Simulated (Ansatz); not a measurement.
# KRbPdC2 (built on the sites of a database entry of Rb2PdC2): from the cell to its phonons, part 2 of 2

Wanted: phonon frequencies of KRbPdC2 (built on the sites of a database entry of Rb2PdC2) and what follows from them.

Ansatz 0.2.0; DFT PBEsol, scalar-relativistic, plane waves, PAW.

So far, highest frequency on the path or at a solved wavevector (cm⁻¹): step 6 (response at finite wavevector) 1843.

The structure was built from a prototype and need not be the compound's stable phase.

### Step 7. Another isotope, element C, natural mass 12.011 amu

An isotope changes the mass and not the force constants, so no new electronic calculation is needed; the shifts show which modes move this element.

The same force constants with the mass of C changed from 12.011 to 13.003 u (phonopy, no LO-TO term). Both lists are sorted by frequency; levels can cross, so a row need not hold one and the same mode. Modes under 3 cm⁻¹ are left out. Isotope shifts, by row, the first 40 of 57 rows:

| q | rank | natural mass (cm⁻¹) | changed mass (cm⁻¹) |
| --- | --- | --- | --- |
| 0 0 0 | 4 | 43.02 | 42.85 |
| 0 0 0 | 5 | 82.98 | 82.98 |
| 0 0 0 | 6 | 98.36 | 98.28 |
| 0 0 0 | 7 | 98.36 | 98.28 |
| 0 0 0 | 8 | 113.1 | 113 |
| 0 0 0 | 9 | 113.1 | 113 |
| 0 0 0 | 10 | 301 | 290.7 |
| 0 0 0 | 11 | 301 | 290.7 |
| 0 0 0 | 12 | 352.5 | 338.9 |
| 0 0 0 | 13 | 352.5 | 338.9 |
| 0 0 0 | 14 | 528.1 | 511.5 |
| 0 0 0 | 15 | 1843 | 1771 |
| 0 0 -0.5 | 1 | 42.88 | 42.82 |
| 0 0 -0.5 | 2 | 42.88 | 42.82 |
| 0 0 -0.5 | 3 | 61.09 | 61.09 |
| 0 0 -0.5 | 4 | 64.28 | 63.94 |
| 0 0 -0.5 | 5 | 64.28 | 63.94 |
| 0 0 -0.5 | 6 | 90.45 | 90.45 |
| 0 0 -0.5 | 7 | 115.1 | 115.1 |
| 0 0 -0.5 | 8 | 115.1 | 115.1 |
| 0 0 -0.5 | 9 | 189.6 | 183.3 |
| 0 0 -0.5 | 10 | 189.6 | 183.3 |
| 0 0 -0.5 | 11 | 231.3 | 231.3 |
| 0 0 -0.5 | 12 | 459.2 | 442 |
| 0 0 -0.5 | 13 | 459.2 | 442 |
| 0 0 -0.5 | 14 | 587.9 | 565.1 |
| 0 0 -0.5 | 15 | 1815 | 1745 |
| 0 -0.5 0 | 1 | 28.84 | 28.62 |
| 0 -0.5 0 | 2 | 44.66 | 44.66 |
| 0 -0.5 0 | 3 | 45.18 | 44.99 |
| 0 -0.5 0 | 4 | 66.27 | 66.25 |
| 0 -0.5 0 | 5 | 78.36 | 78.3 |
| 0 -0.5 0 | 6 | 91.76 | 91.74 |
| 0 -0.5 0 | 7 | 96.23 | 95.92 |
| 0 -0.5 0 | 8 | 121.1 | 121.1 |
| 0 -0.5 0 | 9 | 129.3 | 129.3 |
| 0 -0.5 0 | 10 | 300.3 | 290 |
| 0 -0.5 0 | 11 | 309.6 | 298.5 |
| 0 -0.5 0 | 12 | 351.6 | 338.1 |
| 0 -0.5 0 | 13 | 352.7 | 339.1 |

A mode of this element alone would shift by -3.89 %. The highest zone-centre frequency without the field goes from 1842.7 to 1771.0 cm⁻¹ (-3.9 %). The product of the frequency ratios over all optical modes at Γ is 0.797; the product rule, (m/m′)^(3k/2) (M′/M)^(3/2) with k = 2 such atoms and M the mass of the cell, gives 0.797.

### Step 8. Another isotope, element K, natural mass 39.0983 amu

The same for K, from 39.10 to 40.96 u.

A mode of this element alone would shift by -2.30 %. The highest zone-centre frequency without the field goes from 1842.7 to 1842.7 cm⁻¹ (+0.0 %). The product of the frequency ratios over all optical modes at Γ is 0.943; the product rule, (m/m′)^(3k/2) (M′/M)^(3/2) with k = 1 such atoms and M the mass of the cell, gives 0.943.

### Step 9. Another isotope, element Pd, natural mass 106.42 amu

The same for Pd, from 106.42 to 109.91 u.

The same force constants with the mass of Pd changed from 106.420 to 109.905 u (phonopy, no LO-TO term). Both lists are sorted by frequency; levels can cross, so a row need not hold one and the same mode. Modes under 3 cm⁻¹ are left out. Isotope shifts, by row, the first 40 of 57 rows:

| q | rank | natural mass (cm⁻¹) | changed mass (cm⁻¹) |
| --- | --- | --- | --- |
| 0 0 0 | 4 | 43.02 | 42.75 |
| 0 0 0 | 5 | 82.98 | 82.98 |
| 0 0 0 | 6 | 98.36 | 98.06 |
| 0 0 0 | 7 | 98.36 | 98.06 |
| 0 0 0 | 8 | 113.1 | 112.5 |
| 0 0 0 | 9 | 113.1 | 112.5 |
| 0 0 0 | 10 | 301 | 300.5 |
| 0 0 0 | 11 | 301 | 300.5 |
| 0 0 0 | 12 | 352.5 | 352.5 |
| 0 0 0 | 13 | 352.5 | 352.5 |
| 0 0 0 | 14 | 528.1 | 526.5 |
| 0 0 0 | 15 | 1843 | 1843 |
| 0 0 -0.5 | 1 | 42.88 | 42.5 |
| 0 0 -0.5 | 2 | 42.88 | 42.5 |
| 0 0 -0.5 | 3 | 61.09 | 61.08 |
| 0 0 -0.5 | 4 | 64.28 | 64.14 |
| 0 0 -0.5 | 5 | 64.28 | 64.14 |
| 0 0 -0.5 | 6 | 90.45 | 90.45 |
| 0 0 -0.5 | 7 | 115.1 | 114.6 |
| 0 0 -0.5 | 8 | 115.1 | 114.6 |
| 0 0 -0.5 | 9 | 189.6 | 189.6 |
| 0 0 -0.5 | 10 | 189.6 | 189.6 |
| 0 0 -0.5 | 11 | 231.3 | 227.7 |
| 0 0 -0.5 | 12 | 459.2 | 458.9 |
| 0 0 -0.5 | 13 | 459.2 | 458.9 |
| 0 0 -0.5 | 14 | 587.9 | 587.9 |
| 0 0 -0.5 | 15 | 1815 | 1815 |
| 0 -0.5 0 | 1 | 28.84 | 28.47 |
| 0 -0.5 0 | 2 | 44.66 | 44.65 |
| 0 -0.5 0 | 3 | 45.18 | 44.79 |
| 0 -0.5 0 | 4 | 66.27 | 66.16 |
| 0 -0.5 0 | 5 | 78.36 | 78.21 |
| 0 -0.5 0 | 6 | 91.76 | 91.75 |
| 0 -0.5 0 | 7 | 96.23 | 94.98 |
| 0 -0.5 0 | 8 | 121.1 | 120.6 |
| 0 -0.5 0 | 9 | 129.3 | 129.3 |
| 0 -0.5 0 | 10 | 300.3 | 299.8 |
| 0 -0.5 0 | 11 | 309.6 | 309.2 |
| 0 -0.5 0 | 12 | 351.6 | 351.6 |
| 0 -0.5 0 | 13 | 352.7 | 352.7 |

A mode of this element alone would shift by -1.60 %. The highest zone-centre frequency without the field goes from 1842.7 to 1842.7 cm⁻¹ (+0.0 %). The product of the frequency ratios over all optical modes at Γ is 0.972; the product rule, (m/m′)^(3k/2) (M′/M)^(3/2) with k = 1 such atoms and M the mass of the cell, gives 0.972.

### Step 10. Results

```yaml
space_group_after_relaxation_within_0p01_a: P3m1
volume_per_atom: 24.7 Å³
gap_on_the_k_mesh: 1.44 eV
highest_optical_mode_at_the_zone_centre_no_lo_to_term: 1843 cm⁻¹
top_of_the_zone_centre_spectrum_with_the_field: 1843 cm⁻¹
lowest_optical_zone_centre_mode: 43.0 cm⁻¹
mean_high_frequency_dielectric_constant: 5.36
mean_static_dielectric_constant: 11.4
largest_born_charge_third_of_the_trace: -1.56 e
lowest_mode_on_the_q_mesh_acoustic_modes_at_gamma_apart: 28.8 cm⁻¹
highest_frequency_on_the_path_or_at_a_solved_wavevector: 1843 cm⁻¹
imaginary_modes_on_the_2x2x2_q_mesh: none
```

**Reading.** The structure is a minimum as far as tested: no mode is imaginary at the 4 irreducible wavevectors of the 2×2×2 mesh, and the softest away from the acoustic zeros lies at 29 cm⁻¹. Without the field, the optical modes at Γ span 43 to 1843 cm⁻¹. The highest mode in this list at Γ, 1842.7 cm⁻¹, is mostly motion of C (100 % of the kinetic energy). The macroscopic field leaves the top of the zone-centre spectrum where it is. Lattice motion raises the mean dielectric constant from 5.358 to 11.36. The strongest infrared line is at 301 cm⁻¹. With the field response the log warns that the k mesh is coarse for the force constants too, so the frequencies may not be converged. The program warns that the interpolation holds no quadrupole term, so branches close to Γ can be off in this crystal. In at least one run the field response is not settled by the k meshes in reach, so its dielectric tensor, Born charges and longitudinal modes are rough. The starting cell was built on a prototype and not taken from a measurement, so the phase need not exist. These are harmonic frequencies at zero temperature: anharmonic shifts, linewidths and thermal expansion are left out.

[Logs are printed without paths, hosts, clocks, repeated set-up lines and the standing remarks that a program may print on its own settings, such as how far it seeks lower states.]

[Hosts, paths, dates, database ids (printed as entryN), source tags and the programs' standing remarks are cut or masked in the printed files.]
